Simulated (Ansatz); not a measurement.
Rows from a G0W0 calculation on TiO2 (Imma) (Ansatz 0.2.0; G0W0 on LDA, plane waves, PAW; PAW set soft_1; 4×4×4 mesh, 291 empty bands, screening to 100 eV, plasmon pole, PAW set soft_1 files), in eV. Spin-orbit coupling is left out.

| row | k | band | start | Σx | Σc at the solution | Vxc |
| --- | --- | --- | --- | --- | --- | --- |
| A | (0.000, -0.500, -0.500) | c2 | 10.035 | -13.081 | -6.765 | -21.503 |
| B | (0.000, -0.500, -0.500) | v1 | 7.526 | -25.308 | 4.838 | -20.564 |
| C | Γ | v1 | 8.241 | -25.850 | 4.688 | -21.365 |
| D | Γ | c2 | 10.261 | -13.326 | -6.587 | -21.585 |
| E | (0.000, -0.500, -0.500) | c1 | 10.034 | -13.080 | -6.769 | -21.505 |
| F | Γ | c1 | 10.000 | -13.401 | -6.876 | -22.028 |

Q: Give the quasiparticle energies and the shift of each level.

The quasiparticle equation reads E = start + Σx + Σc(E) − Vxc.

| row | E (eV) | shift (eV) |
| --- | --- | --- |
| A | 11.692 | +1.657 |
| B | 7.620 | +0.094 |
| C | 8.444 | +0.203 |
| D | 11.932 | +1.672 |
| E | 11.690 | +1.656 |
| F | 11.751 | +1.751 |

The gap over the computed points goes from 1.76 eV to 3.25 eV.

Limits: not at the basis limit.

[Runs of the session that timed out or met a known fault of the program may be left out.]

[Cells called generated may have been cut or substituted from an entry of the Crystallography Open Database or the Materials Project.]

[Hosts, paths, dates, database ids (printed as entryN), source tags and the programs' standing remarks are cut or masked in the printed files.]
